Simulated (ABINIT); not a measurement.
# BaTiO3 (P4mm): G0W0 with ABINIT, start to end

Wanted: ground state, empty states, screening and self-energy for BaTiO3 (P4mm).

Method: PBE and many-body steps on it, plane waves, in ABINIT 10.8.3.

## 1. Starting point

Symmetry: P4mm, No. 99, tetragonal system. Conventional cell: a = 3.990 Å, b = 3.990 Å, c = 4.023 Å, α = 90.00°, β = 90.00°, γ = 90.00°. Nearest to Ba lie 12 O at 2.80 to 2.87 Å. Ti has 6 O at 1.84 to 2.18 Å nearest. Nearest to O lie 2 Ti at 1.84 to 2.18 Å and 4 Ba at 2.82 Å. O has 2 Ti at 2.00 Å and 4 Ba at 2.80 to 2.87 Å nearest. Farther neighbours and most contacts between anions are not listed.

Coordinates:

```cif
data_structure
_symmetry_space_group_name_H-M 'P4mm'
_symmetry_Int_Tables_number 99
_cell_length_a 3.9905
_cell_length_b 3.9905
_cell_length_c 4.0230
_cell_angle_alpha 90.000
_cell_angle_beta 90.000
_cell_angle_gamma 90.000
_cell_volume 64.06
loop_
_atom_site_label
_atom_site_type_symbol
_atom_site_symmetry_multiplicity
_atom_site_Wyckoff_symbol
_atom_site_fract_x
_atom_site_fract_y
_atom_site_fract_z
_atom_site_occupancy
Ba1 Ba 1 a 0.00000 0.00000 0.00000 1
Ti1 Ti 1 b 0.50000 0.50000 0.52200 1
O1 O 1 b 0.50000 0.50000 0.97900 1
O2 O 2 c 0.50000 0.00000 0.48800 1
```

The cell and positions come from the Crystallography Open Database and are kept as given unless a step says otherwise. Spin-orbit coupling is left out unless a step names it.

## 2. Ground state

This step: ABINIT 10.8.3; DFT, PBE, plane waves, norm-conserving pseudopotentials.

The ground-state density comes first.

run.abi

```
acell 3*1.0 Angstrom
rprim 
  3.990480000000 0.000000000000 0.000000000000
  0.000000000000 3.990480000000 0.000000000000
  0.000000000000 0.000000000000 4.023030000000
ntypat 3
znucl 56 22 8
natom 5
typat 1 2 3 3 3
xred 
  0.000000000000 0.000000000000 0.000000000000
  0.500000000000 0.500000000000 0.522000000000
  0.500000000000 0.500000000000 0.979000000000
  0.500000000000 0.000000000000 0.488000000000
  0.000000000000 0.500000000000 0.488000000000
pp_dirpath "pseudos"
pseudos "Ba.upf, Ti.upf, O.upf"
ecut 38
ngkpt 6 6 6
nshiftk 1
shiftk 0 0 0
kptopt 1
chksymbreak 0
nband 26
occopt 1
tolvrs 1e-10
nstep 60
prtwf 0
indata_prefix "in"
outdata_prefix "out"
tmpdata_prefix "tmp"
```

The run is started by

```bash
$ OMP_NUM_THREADS=1 mpirun -n 4 abinit run.abi > log
```

Numbers of over 12 decimals in the logs are rounded to 6 here.

The program printed:

```text
.Version 10.8.3 of ABINIT. v10.8.2 released Aug 2026.

 Symmetries : space group P4 m m (# 99); Bravais tP (primitive tetrag.)
================================================================================
 Values of the parameters that define the memory need of the present run
     intxc =       0    ionmov =       0      iscf =       7    lmnmax =       6
     lnmax =       6     mgfft =      45  mpssoang =       3    mqgrid =    3001
     natom =       5  nloc_mem =       1    nspden =       1   nspinor =       1
    nsppol =       1      nsym =       8    n1xccc =    2501    ntypat =       3
    occopt =       1   xclevel =       2
-    mband =          26        mffmem =           1         mkmem =          10
       mpw =        4860          nfft =       91125          nkpt =          40
================================================================================
  Rough estimation (10% accuracy) of disk space for files :
================================================================================

--------------------------------------------------------------------------------
------------- Echo of variables that govern the present computation ------------
--------------------------------------------------------------------------------
 -outvars: echo values of preprocessed input variables --------
            acell      1.8897261259E+00  1.8897261259E+00  1.8897261259E+00 Bohr

      chksymbreak           0
             ecut      3.80000000E+01 Hartree
-          fftalg         312

              ixc     -101130
              kpt      0.00000000E+00  0.00000000E+00  0.00000000E+00
                       1.66666667E-01  0.00000000E+00  0.00000000E+00
                       3.33333333E-01  0.00000000E+00  0.00000000E+00
                       5.00000000E-01  0.00000000E+00  0.00000000E+00
                       1.66666667E-01  1.66666667E-01  0.00000000E+00
                       3.33333333E-01  1.66666667E-01  0.00000000E+00
                       5.00000000E-01  1.66666667E-01  0.00000000E+00
                       3.33333333E-01  3.33333333E-01  0.00000000E+00
                       5.00000000E-01  3.33333333E-01  0.00000000E+00
   [... 29 further rows ...]
                       5.00000000E-01  3.33333333E-01  5.00000000E-01
                       5.00000000E-01  5.00000000E-01  5.00000000E-01
         kptrlatt        6    0    0      0    6    0      0    0    6
          kptrlen      4.52454859E+01
P           mkmem          10
            natom           5
            nband          26
            ngfft          45      45      45
             nkpt          40
            nstep          60
             nsym           8
           ntypat           3
              occ      2.000000  2.000000  2.000000  2.000000  2.000000  2.000000
                       2.000000  2.000000  2.000000  2.000000  2.000000  2.000000
                       2.000000  2.000000  2.000000  2.000000  2.000000  2.000000
                       2.000000  2.000000  0.000000  0.000000  0.000000  0.000000
                       0.000000  0.000000
            prtwf           0
            rprim      3.9904800000E+00  0.0000000000E+00  0.0000000000E+00
[...]
spgroup          99

           tolvrs      1.00000000E-10

             xred      0.0000000000E+00  0.0000000000E+00  0.0000000000E+00
[...]
znucl       56.00000   22.00000    8.00000

================================================================================

 chkinp: Checking input parameters for consistency.

================================================================================
== DATASET  1 ==================================================================
-   mpi_nproc: 4, omp_nthreads: 1 (-1 if OMP is not activated)

--- !DatasetInfo
iteration_state: {dtset: 1, }
dimensions: {natom: 5, nkpt: 40, mband: 26, nsppol: 1, nspinor: 1, nspden: 1, mpw: 4860, }
cutoff_energies: {ecut:  38.0, pawecutdg:  -1.0, }
electrons: {nelect:   4.00000000E+01, charge:   0.00000000E+00, occopt:   1.00000000E+00, tsmear:   1.00000000E-02, }

 Real(R)+Recip(G) space primitive vectors, cartesian coordinates (Bohr,Bohr^-1):
 R(1)=  7.5409143  0.0000000  0.0000000  G(1)=  0.1326099  0.0000000  0.0000000
 R(2)=  0.0000000  7.5409143  0.0000000  G(2)=  0.0000000  0.1326099  0.0000000
 R(3)=  0.0000000  0.0000000  7.6024249  G(3)=  0.0000000  0.0000000  0.1315370
 Unit cell volume ucvol=  4.3231485E+02 bohr^3
 Angles (23,13,12)=  9.00000000E+01  9.00000000E+01  9.00000000E+01 degrees

 getcut: wavevector=  0.0000  0.0000  0.0000  ngfft=  45  45  45
         ecut(hartree)=     38.000   => boxcut(ratio)=   2.08566

--- Pseudopotential description ------------------------------------------------
- Ba Generated using ONCVPSP code by D. R. Hamann
- 56.00000  10.00000  171031                  znucl, zion, pspdat
12 -101130 2 -1 1958                          pspcod,pspxc,lmax,lloc,mmax
     nproj     2     2     2
  pspatm : epsatm=   26.75150155
         --- l  ekb(1:nproj) -->
[...]
pspatm: atomic psp has been read  and splines computed

- Ti Generated using ONCVPSP code by D. R. Hamann
- 22.00000  12.00000  171031                  znucl, zion, pspdat
12 -101130 2 -1 1586                          pspcod,pspxc,lmax,lloc,mmax
[...]
ETOT  8  -137.38552180558    -1.094E-03 6.889E-03 1.562E+00
 ETOT  9  -137.38580460696    -2.828E-04 4.046E-03 2.471E-01
 ETOT 10  -137.38585632205    -5.172E-05 6.390E-03 4.527E-03
 ETOT 11  -137.38585726138    -9.393E-07 3.822E-03 5.973E-05
 ETOT 12  -137.38585727248    -1.110E-08 4.984E-03 2.485E-06
 ETOT 13  -137.38585727308    -6.034E-10 7.272E-03 9.587E-08
 ETOT 14  -137.38585727311    -2.095E-11 3.122E-03 1.977E-09
 ETOT 15  -137.38585727310     7.958E-13 1.865E-03 1.240E-10
 ETOT 16  -137.38585727311    -2.530E-12 2.941E-03 1.979E-12

 At SCF step   16       vres2   =  1.98E-12 < tolvrs=  1.00E-10 =>converged.

 Cartesian components of stress tensor (hartree/bohr^3)
  sigma(1 1)= -1.06241850E-04  sigma(3 2)=  0.00000000E+00
  sigma(2 2)= -1.06241850E-04  sigma(3 1)=  0.00000000E+00
  sigma(3 3)= -1.82878802E-04  sigma(2 1)=  0.00000000E+00

--- !ResultsGS
iteration_state: {dtset: 1, }
comment   : Summary of ground state results
lattice_vectors:
- [  7.5409143,   0.0000000,   0.0000000, ]
- [  0.0000000,   7.5409143,   0.0000000, ]
- [  0.0000000,   0.0000000,   7.6024249, ]
lattice_lengths: [   7.54091,    7.54091,    7.60242, ]
lattice_angles: [ 90.000,  90.000,  90.000, ] # degrees, (23, 13, 12)
lattice_volume:   4.3231485E+02
convergence: {deltae: -2.530E-12, res2:  1.979E-12, residm:  2.941E-03, diffor: null, }
etotal    :  -1.37385857E+02
entropy   :   0.00000000E+00
fermie    :   2.46877495E-01
cartesian_stress_tensor: # hartree/bohr^3
- [ -1.06241850E-04,   0.00000000E+00,   0.00000000E+00, ]
- [  0.00000000E+00,  -1.06241850E-04,   0.00000000E+00, ]
- [  0.00000000E+00,   0.00000000E+00,  -1.82878802E-04, ]
pressure_GPa:   3.8773E+00
xred      :
- [  0.0000E+00,   0.0000E+00,   0.0000E+00, Ba]
- [  5.0000E-01,   5.0000E-01,   5.2200E-01, Ti]
- [  5.0000E-01,   5.0000E-01,   9.7900E-01,  O]
- [  5.0000E-01,   0.0000E+00,   4.8800E-01,  O]
- [  0.0000E+00,   5.0000E-01,   4.8800E-01,  O]
cartesian_forces: # hartree/bohr
- [ -0.00000000E+00,  -0.00000000E+00,   2.80910277E-03, ]
- [ -0.00000000E+00,  -0.00000000E+00,  -3.72901789E-03, ]
- [ -0.00000000E+00,  -0.00000000E+00,  -2.06776876E-05, ]
- [ -0.00000000E+00,  -0.00000000E+00,   4.70296401E-04, ]
- [ -0.00000000E+00,  -0.00000000E+00,   4.70296401E-04, ]
force_length_stats: {min:   2.06776876E-05, max:   3.72901789E-03, mean:   1.49987823E-03, }

 Integrated electronic density in atomic spheres:
 ------------------------------------------------
 Atom  Sphere_radius  Integrated_density
[...]
================================================================================

 ----iterations are completed or convergence reached----

 Mean square residual over all n,k,spin=   12.653E-06; max=  29.414E-04
 reduced coordinates (array xred) for    5 atoms
       0.000000000000      0.000000000000      0.000000000000
       0.500000000000      0.500000000000      0.522000000000
       0.500000000000      0.500000000000      0.979000000000
       0.500000000000      0.000000000000      0.488000000000
       0.000000000000      0.500000000000      0.488000000000
 rms dE/dt=  9.2570E-03; max dE/dt=  2.8332E-02; dE/dt below (all hartree)
    1       0.000000000000      0.000000000000     -0.021373208117
    2       0.000000000000      0.000000000000      0.028332363143
    3       0.000000000000      0.000000000000      0.000139985292
    4       0.000000000000      0.000000000000     -0.003592608346
    5       0.000000000000      0.000000000000     -0.003592608346

 cartesian coordinates (angstrom) at end:
    1      0.000000     0.000000     0.000000
    2      1.995240     1.995240     2.100022
    3      1.995240     1.995240     3.938546
    4      1.995240     0.000000     1.963239
    5      0.000000     1.995240     1.963239

 cartesian forces (hartree/bohr) at end:
[...]
frms,max,avg= 1.2176321E-03 3.7290179E-03   0.000E+00  0.000E+00  2.264E-06 h/b

 cartesian forces (eV/Angstrom) at end:
    1     -0.000000    -0.000000     0.144450
    2     -0.000000    -0.000000    -0.191754
    3     -0.000000    -0.000000    -0.00106329
    4     -0.000000    -0.000000     0.024184
    5     -0.000000    -0.000000     0.024184
 frms,max,avg= 6.2613158E-02 1.9175381E-01   0.000E+00  0.000E+00  1.164E-04 e/A
 length scales=  1.889726125908  1.889726125908  1.889726125908 bohr
              =  1.000000000000  1.000000000000  1.000000000000 angstroms
 prteigrs : about to open file out_EIG
 Fermi (or HOMO) energy (hartree) =   0.24688   Average Vxc (hartree)=  -0.42067
 Eigenvalues (hartree) for nkpt=  40  k points:
 kpt#   1, nband= 26, wtk=  0.00463, kpt=  0.0000  0.0000  0.0000 (reduced coord)
  -1.82902   -0.95838   -0.95571   -0.95571   -0.66700   -0.37437   -0.35146   -0.34702
  -0.12184   -0.12184   -0.12179    0.15967    0.16067    0.16067    0.19522    0.19522
   0.20348    0.23045    0.23326    0.23326    0.31491    0.32841    0.32841    0.40096
   0.42300    0.43021
 prteigrs : prtvol=0 or 1, do not print more k-points.

--- !EnergyTerms
iteration_state     : {dtset: 1, }
comment             : Components of total free energy in Hartree
kinetic             :  6.27812113529147E+01
hartree             :  2.99537990853779E+01
xc                  : -2.80678646837879E+01
Ewald energy        : -1.03492580402229E+02
psp_core            :  5.55329650225250E+00
local_psp           : -1.00807849955633E+02
non_local_psp       : -3.30586917200199E+00
total_energy        : -1.37385857273107E+02
total_energy_eV     : -3.73845962699373E+03
band_energy         : -1.05725584379354E+01

 Cartesian components of stress tensor (hartree/bohr^3)
  sigma(1 1)= -1.06241850E-04  sigma(3 2)=  0.00000000E+00
  sigma(2 2)= -1.06241850E-04  sigma(3 1)=  0.00000000E+00
  sigma(3 3)= -1.82878802E-04  sigma(2 1)=  0.00000000E+00

-Cartesian components of stress tensor (GPa)         [Pressure=  3.8773E+00 GPa]
- sigma(1 1)= -3.12574313E+00  sigma(3 2)=  0.00000000E+00
- sigma(2 2)= -3.12574313E+00  sigma(3 1)=  0.00000000E+00
- sigma(3 3)= -5.38048011E+00  sigma(2 1)=  0.00000000E+00

== END DATASET(S) ==============================================================
================================================================================

 -outvars: echo values of variables after computation  --------
           etotal     -1.3738585727E+02
            nband          26
             nkpt          40
          spgroup          99
 [... the other variables as echoed above ...]

 Calculation completed.
```

It took 84 s on 4 MPI ranks of Arm Neoverse V1, shared host; peak memory 0.38 GiB.

This step gave:

- total energy: -3738.4596 eV
- gap: 1.851 eV
- k of the valence top: 0.5, 0.5, 0.5
- k of the conduction bottom: 0, 0, 0
- least direct gap: 2.222 eV
- pressure: 3.877 GPa

The gap is indirect, with the least direct gap 0.37 eV higher.

The cutoff was set for levels, not for stress, so the pressure can be off by some GPa.

[end of part 1 of 3]

[Paths, hosts, dates, memory and timing lines, banners, echoed tables and standing remarks are left out of the program output.]

[Logs are printed without paths, hosts, clocks, repeated set-up lines and the standing remarks that a program may print on its own settings, such as how far it seeks lower states.]

[Runs of the session that timed out or met a known fault of the program may be left out.]

[Hosts, paths, dates, database ids (printed as entryN), source tags and the programs' standing remarks are cut or masked in the printed files.]

[G0W0 gaps are taken among the corrected bands and points alone; a level outside them can change the order at an edge.]

[Where Ansatz stands beside ABINIT at settings called matched, ABINIT's density can come from a denser mesh and the files from another edition; pairs whose starting gaps differed by over 0.03 eV were left out, so agreement reads better than it is.]
